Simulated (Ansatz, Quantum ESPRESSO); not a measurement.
# SrO (Fm-3m): phonons by linear response

Aim: the phonon dispersion of SrO (Fm-3m), checked by a second program.

Program: Quantum ESPRESSO 7.5. Level of theory: DFT LDA, scalar-relativistic, plane waves, GBRV ultrasoft pseudopotentials. Results are calculated unless marked as measured.

This is a report of a sequence of runs, with most program output left out.

The database entry behind the starting cell differs from later determinations by our own check (about 0.5 % short), so it need not match the best structure at ambient conditions.

### Step 1. Set-up

It takes space group Fm-3m (No. 225, cubic). The conventional cell has a = 5.133 Å, b = 5.133 Å, c = 5.133 Å, α = 90.00°, β = 90.00°, γ = 90.00°. Nearest to Sr lie 6 O at 2.57 Å. Nearest to O lie 6 Sr at 2.57 Å. Farther neighbours and most contacts between anions are not listed.

As a file:

```
CELL_PARAMETERS angstrom
-2.56630 0.00000 2.56630
0.00000 2.56630 2.56630
-2.56630 2.56630 0.00000
ATOMIC_POSITIONS crystal
Sr 0.50000 0.50000 0.50000
O 0.00000 0.00000 0.00000
```

### Step 2. A probe with smearing

A cheap run with smearing and empty bands tells whether the crystal has a gap, which decides between fixed occupations and smearing later on.

Input file probe.in:

```
&control
   calculation = 'scf'
   prefix = 'x'
   outdir = './tmp'
   pseudo_dir = './pseudo'
   tprnfor = .true.
   tstress = .true.
   verbosity = 'high'
/
&system
   ibrav = 2
   celldm(1) = 9.69920831
   nat = 2
   ntyp = 2
   ecutwfc = 45.0
   ecutrho = 270.0
   occupations = 'smearing'
   smearing = 'gaussian'
   degauss = 0.01
/
&electrons
   conv_thr = 1.0d-07
   mixing_beta = 0.7
   electron_maxstep = 100
/
ATOMIC_SPECIES
 Sr     87.6200  Sr.upf
 O      15.9990  O.upf
ATOMIC_POSITIONS crystal
 Sr     0.500000000   0.500000000   0.500000000
 O      0.000000000   0.000000000   0.000000000
K_POINTS automatic
 6 6 6 0 0 0
```

The run is started by

```bash
$ OMP_NUM_THREADS=1 mpirun -n 2 pw.x -nk 2 -in probe.in > probe.out
```

Elapsed: 3.9 s, on 2 MPI ranks of AMD EPYC 9R14 (Zen 4), shared host.

Read from the output:

* volume per atom: 16.90 Å³
* pressure: -3.751 GPa
* gap on the k-mesh: 3.159 eV

A gap of 3.2 eV opens on this mesh, so the crystal is taken as an insulator; the start stands at -3.8 GPa.

### Step 3. Relaxation

The relaxation runs at a cutoff a fifth above that of the response, since stress converges more slowly with the basis than frequencies do. Forces and stress are brought to rest with tight thresholds.

Input file relax.in:

```
&control
   calculation = 'vc-relax'
   prefix = 'x'
   outdir = './tmp'
   pseudo_dir = './pseudo'
   tprnfor = .true.
   tstress = .true.
   forc_conv_thr = 2.0d-05
   etot_conv_thr = 1.0d-07
   nstep = 40
/
&system
   ibrav = 2
   celldm(1) = 9.69920831
   nat = 2
   ntyp = 2
   ecutwfc = 54
   ecutrho = 324.0
   occupations = 'fixed'
   nbnd = 10
/
&electrons
   conv_thr = 1.0d-11
   mixing_beta = 0.7
   electron_maxstep = 100
/
&ions
/
&cell
   press_conv_thr = 0.2
/
ATOMIC_SPECIES
 Sr     87.6200  Sr.upf
 O      15.9990  O.upf
ATOMIC_POSITIONS crystal
 Sr     0.500000000   0.500000000   0.500000000
 O      0.000000000   0.000000000   0.000000000
K_POINTS automatic
 6 6 6 0 0 0
```

The run is started by

```bash
$ OMP_NUM_THREADS=1 mpirun -n 2 pw.x -nk 2 -in relax.in > relax.out
```

The job ended after 21 s (2 MPI ranks; 41 s of CPU time).

Relaxation path:

```
step  energy less that of the first step (eV)  largest force (eV/Å)  pressure (GPa)  volume (Å³)
   1                                   0.0000                0.0000           -3.81        33.80
   2                                  -0.0119                0.0000           -2.02        33.15
   3                                  -0.0160                0.0000            0.16        32.44
   4                                  -0.0160                0.0000           -0.01        32.49
   5                                  -0.0160                0.0000            0.00        32.49
   6                                  -0.0152                0.0000           -0.02        32.49
```

```
conventional cell, symmetrised  before  after  change
                         a (Å)   5.133  5.065  -1.3 %
                         b (Å)   5.133  5.065  -1.3 %
                         c (Å)   5.133  5.065  -1.3 %
              volume (Å³/atom)   16.90  16.25  -3.9 %
```

The relaxed structure:

```cif
data_structure
_symmetry_space_group_name_H-M 'P 1'
_symmetry_Int_Tables_number 1
_cell_length_a 3.5817
_cell_length_b 3.5817
_cell_length_c 3.5817
_cell_angle_alpha 60.000
_cell_angle_beta 60.000
_cell_angle_gamma 60.000
_cell_volume 32.49
loop_
_atom_site_label
_atom_site_type_symbol
_atom_site_fract_x
_atom_site_fract_y
_atom_site_fract_z
_atom_site_occupancy
Sr1 Sr 0.50000 0.50000 0.50000 1
O2 O 0.00000 0.00000 0.00000 1
```

The last row of the table of steps is pw.x's closing run on a basis chosen anew for the final cell, so its energy can jump.

Numbers from this step:

- volume per atom: 16.25 Å³
- pressure: -0.017 GPa
- gap on the k-mesh: 3.128 eV

The volume changes by -3.9 % from the cell with which this run began.

### Step 4. Self-consistent run for the response

Perturbation theory inherits every error of the wavefunctions, so the threshold is set near the limit of the arithmetic. With a gap, occupations are fixed, which also allows the response to an electric field.

Input file scf.in:

```
&control
   calculation = 'scf'
   prefix = 'x'
   outdir = './tmp'
   pseudo_dir = './pseudo'
   tprnfor = .true.
   tstress = .true.
/
&system
   ibrav = 2
   celldm(1) = 9.57200639
   nat = 2
   ntyp = 2
   ecutwfc = 45.0
   ecutrho = 270.0
   occupations = 'fixed'
   nbnd = 10
/
&electrons
   conv_thr = 1.0d-12
   mixing_beta = 0.7
   electron_maxstep = 100
/
ATOMIC_SPECIES
 Sr     87.6200  Sr.upf
 O      15.9990  O.upf
ATOMIC_POSITIONS crystal
 Sr     0.500000000   0.500000000   0.500000000
 O      0.000000000   0.000000000   0.000000000
K_POINTS automatic
 8 8 8 0 0 0
```

The run is started by

```bash
$ OMP_NUM_THREADS=1 mpirun -n 2 pw.x -nk 2 -in scf.in > scf.out
```

Run time: 8.2 s. Hardware: 2 MPI ranks.

Read from the output:

```
pressure          : 0.037 GPa
gap on the k-mesh : 3.129 eV
```

The cell stands at 0.037 GPa, close enough for phonons.

### Step 5. Linear response on the mesh

Linear response treats each wavevector in the unit cell, with no supercell; the 4×4×4 mesh fixes the range of the force constants to be had.

Input file ph.in:

```
phonons
&inputph
   prefix = 'x'
   outdir = './tmp'
   fildyn = 'x.dyn'
   tr2_ph = 1.0d-18
   epsil = .true.
   ldisp = .true.
   nq1 = 4
   nq2 = 4
   nq3 = 4
/
```

The run is started by

```bash
$ OMP_NUM_THREADS=1 mpirun -n 2 ph.x -nk 2 -in ph.in > ph.out
```

Wall time 16 min (2 MPI ranks).

Read from the output:

| Property | Result |
| --- | --- |
| miss of the charge sum rule | 0.002500 e |
| largest acoustic frequency at the zone centre before the sum rule | -6.61 cm⁻¹ |
| highest optical zone-centre mode (no LO-TO term) | 217.6 cm⁻¹ |
| lowest optical zone-centre mode | 217.6 cm⁻¹ |
| mean high-frequency dielectric constant | 3.873 |
| largest Born charge in size (third of the trace) | 2.476 e |
| lowest mode on the q mesh (acoustic ones at the zone centre apart) | 84.69 cm⁻¹ |

Frequencies (cm⁻¹) at each irreducible wavevector; negative means imaginary. Frequencies by wavevector:

```
  q (fractions)  star  mode 1  mode 2  mode 3  mode 4  mode 5  mode 6
          0 0 0     1   -6.61   -6.61   -6.61   217.6   217.6   217.6
       0 0 0.25     8   84.69   84.69   156.1     255     255   459.5
       0 0 -0.5     4   111.2   111.2     235     287     287   437.6
    0 0.25 0.25     6   91.21   91.21   163.5   239.2   239.2   417.2
    0 0.25 -0.5    24   120.8   144.8   200.8   266.3   286.5   376.5
   0 0.25 -0.25    12     111   140.3   194.9     269   281.8   414.3
    0 -0.5 -0.5     3     126     126   198.2   244.4   244.4     312
0.25 -0.5 -0.25     6   151.8   171.4   171.4   284.9   284.9   327.8
```

Born charge (rows field, columns displacement), before the sum rule (e), principal values of the symmetric part by kind of site:

```
atom  atoms with these values    low  middle   high   mean
 Sr1                        1   2.47    2.47   2.47   2.47
  O2                        1  -2.48   -2.48  -2.48  -2.48
```

In full for O2:

```
-2.48  0.00  0.00
 0.00 -2.48  0.00
 0.00  0.00 -2.48
```

High-frequency dielectric tensor:

```
3.87 0.00 0.00
0.00 3.87 0.00
0.00 0.00 3.87
```

The acoustic modes at Γ come out as far as 6.6 cm⁻¹ from zero, where they should vanish, a small numerical error; the Born charges miss their sum rule by 0.0025 e, which is good.

### Step 6. Force constants in real space

The dynamical matrices of the mesh are Fourier-transformed to force constants in real space, after the long-range dipole part is taken out.

Input file q2r.in:

```
&input
   fildyn = 'x.dyn'
   zasr = 'simple'
   flfrc = 'x.fc'
/
```

The run is started by

```bash
$ q2r.x < q2r.in > q2r.out
```

Elapsed: 0.82 s, on 1 thread.

### Step 7. Dispersion

From the force constants any wavevector is cheap; points of the mesh come back as solved, but for the sum rule and, in polar crystals, the LO-TO term at Γ; the rest is interpolation.

Input file matdyn.in:

```
&input
   asr = 'simple'
   flfrc = 'x.fc'
   flfrq = 'x.freq'
   flvec = 'x.modes'
   q_in_band_form = .true.
   q_in_cryst_coord = .true.
/
8
  0.0000000   0.0000000   0.0000000  12  ! GAMMA
 -0.0000000   0.5000000   0.5000000  12  ! X
 -0.0000000   0.6250000   0.3750000   1  ! U
 -0.3750000   0.3750000  -0.0000000  12  ! K
  0.0000000   0.0000000   0.0000000  12  ! GAMMA
 -0.0000000   0.5000000  -0.0000000  12  ! L
 -0.2500000   0.5000000   0.2500000  12  ! W
 -0.0000000   0.5000000   0.5000000   1  ! X
```

The run is started by

```bash
$ matdyn.x -in matdyn.in > matdyn.out
```

Elapsed: 0.98 s, on 1 thread.

Numbers from this step:

| Quantity | Value |
| --- | --- |
| lowest frequency on the path | 0 cm⁻¹ |

Matdyn.x, sum rule simple. Phonon branches along the path, in cm⁻¹:

```
    point  branch 1  branch 2  branch 3  branch 4  branch 5  branch 6
        Γ         0         0         0       218       218       474
  halfway        91        91       164       239       239       417
        X       126       126       198       245       245       312
  halfway       127       143       195       250       275       309
        U       127       173       184       265       300       334
jump to K       127       173       184       265       300       334
  halfway        96       110       171       256       268       440
        Γ         0         0         0       218       218       474
  halfway        85        85       156       255       255       460
        L       111       111       235       287       287       438
  halfway       123       144       212       281       286       395
        W       152       172       172       285       285       328
  halfway       140       143       191       260       290       306
        X       126       126       198       245       245       312
```

All branches are real along the path.

### Step 8. Density of states

Sums over the zone need many more wavevectors than were solved, so the interpolation is sampled on a dense mesh.

Input file matdyn.in:

```
&input
   asr = 'simple'
   flfrc = 'x.fc'
   dos = .true.
   fldos = 'x.dos'
   nk1 = 15
   nk2 = 15
   nk3 = 15
   deltaE = 1.0
/
```

The run is started by

```bash
$ matdyn.x -in matdyn.in > matdyn.out
```

Elapsed: 5.5 s, on 1 thread.

Read from the output:

- share of modes beyond 3i cm⁻¹ on the dense interpolated mesh: 0
- zero-point energy per atom: 42.3 meV
- heat capacity at 300 K: 22.31 J/(mol atoms K)
- vibrational entropy at 300 K: 26.79 J/(mol atoms K)

The phonon density of states has structure finer than the step of the table below, so its rows give means over 20 cm⁻¹, whole bins alone (the curve runs from 0 to 474 cm⁻¹). Peaks (cm⁻¹: height): total 126.0: 0.0443, 192.0: 0.0449, 285.0: 0.0664, 435.0: 0.00953; O 285.0: 0.0663, 435.0: 0.00901; Sr 126.0: 0.0432, 192.0: 0.0438.

Tetrahedra. Table of phonon density of states by wavenumber; means over each step; values in 1/cm⁻¹/cell:

```
wavenumber (cm⁻¹)    total        O       Sr
               20   1.3e-4   1.8e-5   1.1e-4
               40   9.3e-4   1.2e-4   8.1e-4
               60  0.00277   2.9e-4  0.00248
               80  0.00681   5.1e-4  0.00630
              100   0.0178   7.3e-4   0.0170
              120   0.0401   9.1e-4   0.0392
              140   0.0238   5.7e-4   0.0233
              160   0.0143   3.9e-4   0.0139
              180   0.0125   5.4e-4   0.0120
              200   0.0245   5.9e-4   0.0239
              220  0.00730  0.00114  0.00616
              240   0.0126   0.0114  0.00125
              260   0.0309   0.0297  0.00121
              280   0.0512   0.0508   3.9e-4
              300  0.00484  0.00483   1.2e-5
              320  0.00361  0.00356   4.8e-5
              340  0.00505  0.00498   6.3e-5
              360  0.00587  0.00578   8.9e-5
              380  0.00680  0.00666   1.4e-4
              400  0.00782  0.00760   2.2e-4
              420  0.00883  0.00846   3.7e-4
              440  0.00765  0.00711   5.4e-4
              460  0.00400  0.00352   4.8e-4
```

Harmonic thermodynamic functions per atom, summed over the density of states scaled to three modes an atom; melting is ignored. Thermodynamic functions:

```
T (K)  F_vib (meV/atom)  S (J/mol-atom/K)  C_V (J/mol-atom/K)
    0              42.3                 0                   0
   50              42.1               1.6               4.234
  100             39.93             7.043                  12
  200             26.63             18.22                19.7
  300               3.1             26.79               22.31
  400            -28.21             33.37               23.39
  500            -65.63             38.66               23.93
  600              -108             43.05               24.23
  700            -154.6              46.8               24.41
  800            -204.9             50.06               24.54
  900            -258.3             52.96               24.62
 1000            -314.5             55.56               24.68
```

At 300 K the heat capacity has reached 89 % of the Dulong-Petit value.

### Step 9. Zone-centre analysis

A rigid shift of the crystal must cost nothing, but grids and finite bases break this; the acoustic sum rule is imposed before the matrix is diagonalised again. With Born charges the intensities follow, and the static dielectric tensor.

Input file dynmat.in:

```
&input
   fildyn = 'x.dyn1'
   asr = 'simple'
   fileig = 'dynmat.eig'
   lperm = .true.
/
```

The run is started by

```bash
$ dynmat.x -in dynmat.in > dynmat.out
```

Elapsed: 0.73 s, on 1 thread.

Numbers from this step:

```yaml
highest_optical_zone_centre_mode_no_lo_to_term: 217.8 cm⁻¹
lowest_optical_zone_centre_mode: 217.8 cm⁻¹
mean_static_dielectric_constant: 18.33
```

Unit eigenvectors of the mass-weighted matrix after the sum rule; no LO-TO term. The modes at Γ (shares of kinetic energy by element, %):

```
mode  frequency (cm⁻¹)  symmetry  Sr %  O %
   1               0.0  acoustic    85   15
   2               0.0  acoustic    85   15
   3               0.0  acoustic    85   15
   4             217.8       T1u    15   85
   5             217.8       T1u    15   85
   6             217.8       T1u    15   85
```

Displacements in mode 5 (217.8 cm⁻¹), the largest set to 1:
```
Sr1  0.00  0.00 -0.18
O2   0.00  0.00  1.00
```

Degenerate modes summed, no LO-TO term. Infrared lines, with heights relative to the strongest:

```
position (cm⁻¹)  lines merged  label  IR intensity, relative
            218             3    T1u                     100
```

Static dielectric tensor (ions relaxed, fixed cell):

```
18.33  0.00  0.00
 0.00 18.33  0.00
 0.00  0.00 18.33
```

The rule moves no optical mode by more than 0.3 cm⁻¹.

### Step 10. Sum rules set otherwise (asr no)

Without the rule the raw error of the acoustic modes shows.

Input file dynmat.in:

```
&input
   fildyn = 'x.dyn1'
   asr = 'no'
   fileig = 'dynmat.eig'
   lperm = .true.
/
```

The run is started by

```bash
$ dynmat.x -in dynmat.in > dynmat.out
```

Run time: 0.72 s. Hardware: 1 thread.

Numbers from this step:

- highest optical zone-centre mode (no LO-TO term): 217.6 cm⁻¹
- lowest optical zone-centre mode: 217.6 cm⁻¹
- mean static dielectric constant: 18.36

Zone-centre frequencies as printed; negative means imaginary. Modes:

```
mode  frequency (cm⁻¹)
   1             -6.61
   2             -6.61
   3             -6.61
   4             217.6
   5             217.6
   6             217.6
```

Against the first rule no mode moves by more than 6.7 cm⁻¹.

### Step 11. Sum rules set otherwise: a sum rule for molecules or wires on a crystal

This rule also removes rotations, which suits wires and not a crystal; it is tried to see the harm.

Input file dynmat.in:

```
&input
   fildyn = 'x.dyn1'
   asr = 'one-dim'
   fileig = 'dynmat.eig'
   lperm = .true.
/
```

The run is started by

```bash
$ dynmat.x -in dynmat.in > dynmat.out
```

The job ended after 0.72 s (1 thread).

The run ended normally, but on settings that are not sound.

The fault: a sum rule for molecules or wires on a crystal; 1 optical mode is projected out to zero frequency, as if it were a rotation, and the static dielectric tensor is spoilt.

For a crystal the rule has to be 'simple' or 'crystal'.

Zone-centre frequencies as printed; negative means imaginary. Modes:

```
mode  frequency (cm⁻¹)
   1                 0
   2                 0
   3                 0
   4                 0
   5             217.6
   6             217.6
```

### Step 12. The LO-TO splitting (1 0 0)

A longitudinal polar mode sets up a macroscopic field that stiffens it; the term hangs on the direction from which q goes to zero.

Input file dynmat.in:

```
&input
   fildyn = 'x.dyn1'
   asr = 'simple'
   fileig = 'dynmat.eig'
   q(1) = 1.0
   q(2) = 0.0
   q(3) = 0.0
/
```

The run is started by

```bash
$ dynmat.x -in dynmat.in > dynmat.out
```

The job ended after 0.76 s (1 thread).

This step gave:

```yaml
highest_mode_moved_by_the_lo_to_term: 473.7 cm⁻¹
```

Zone-centre frequencies as printed; negative means imaginary. Modes:

```
mode  frequency (cm⁻¹)
   1                 0
   2                 0
   3                 0
   4             217.8
   5             217.8
   6             473.7
```

The field moves one mode, from 218 to 474 cm⁻¹; the others stay.

### Step 13. The dispersion under another sum rule (asr all)

The sum rule corrects the force constants themselves, so it can shift branches at any wavevector, low ones most.

Input file matdyn.in:

```
&input
   asr = 'all'
   flfrc = 'x.fc'
   flfrq = 'x.freq'
   flvec = 'x.modes'
   q_in_band_form = .true.
   q_in_cryst_coord = .true.
/
8
  0.0000000   0.0000000   0.0000000   8  ! GAMMA
 -0.0000000   0.5000000   0.5000000   8  ! X
 -0.0000000   0.6250000   0.3750000   1  ! U
 -0.3750000   0.3750000  -0.0000000   8  ! K
  0.0000000   0.0000000   0.0000000   8  ! GAMMA
 -0.0000000   0.5000000  -0.0000000   8  ! L
 -0.2500000   0.5000000   0.2500000   8  ! W
 -0.0000000   0.5000000   0.5000000   1  ! X
```

The run is started by

```bash
$ matdyn.x -in matdyn.in > matdyn.out
```

The job ended after 0.82 s (1 thread).

At the labelled points the branches move by no more than 0.3 cm⁻¹. The log warns that this rule wants the long-range part of the force constants stored apart (write_lr, read_lr) in a polar crystal, which was not done.

### Step 14. A changed mass

Force constants don't depend on the masses, so an isotope effect costs no new response.

Input file matdyn.in:

```
&input
   asr = 'simple'
   flfrc = 'x.fc'
   flfrq = 'x.freq'
   flvec = 'x.modes'
   q_in_band_form = .true.
   q_in_cryst_coord = .true.
   amass(1) = 87.62
   amass(2) = 31.998
/
8
  0.0000000   0.0000000   0.0000000   8  ! GAMMA
 -0.0000000   0.5000000   0.5000000   8  ! X
 -0.0000000   0.6250000   0.3750000   1  ! U
 -0.3750000   0.3750000  -0.0000000   8  ! K
  0.0000000   0.0000000   0.0000000   8  ! GAMMA
 -0.0000000   0.5000000  -0.0000000   8  ! L
 -0.2500000   0.5000000   0.2500000   8  ! W
 -0.0000000   0.5000000   0.5000000   1  ! X
```

The run is started by

```bash
$ matdyn.x -in matdyn.in > matdyn.out
```

Elapsed: 0.84 s, on 1 thread.

(Part 1 of 2 ends here.)

[Host names and launcher messages were left out of these logs when they were recorded.]

[Logs are printed without paths, hosts, clocks, repeated set-up lines and the standing remarks that a program may print on its own settings, such as how far it seeks lower states.]

[Hosts, paths, dates, database ids (printed as entryN), source tags and the programs' standing remarks are cut or masked in the printed files.]
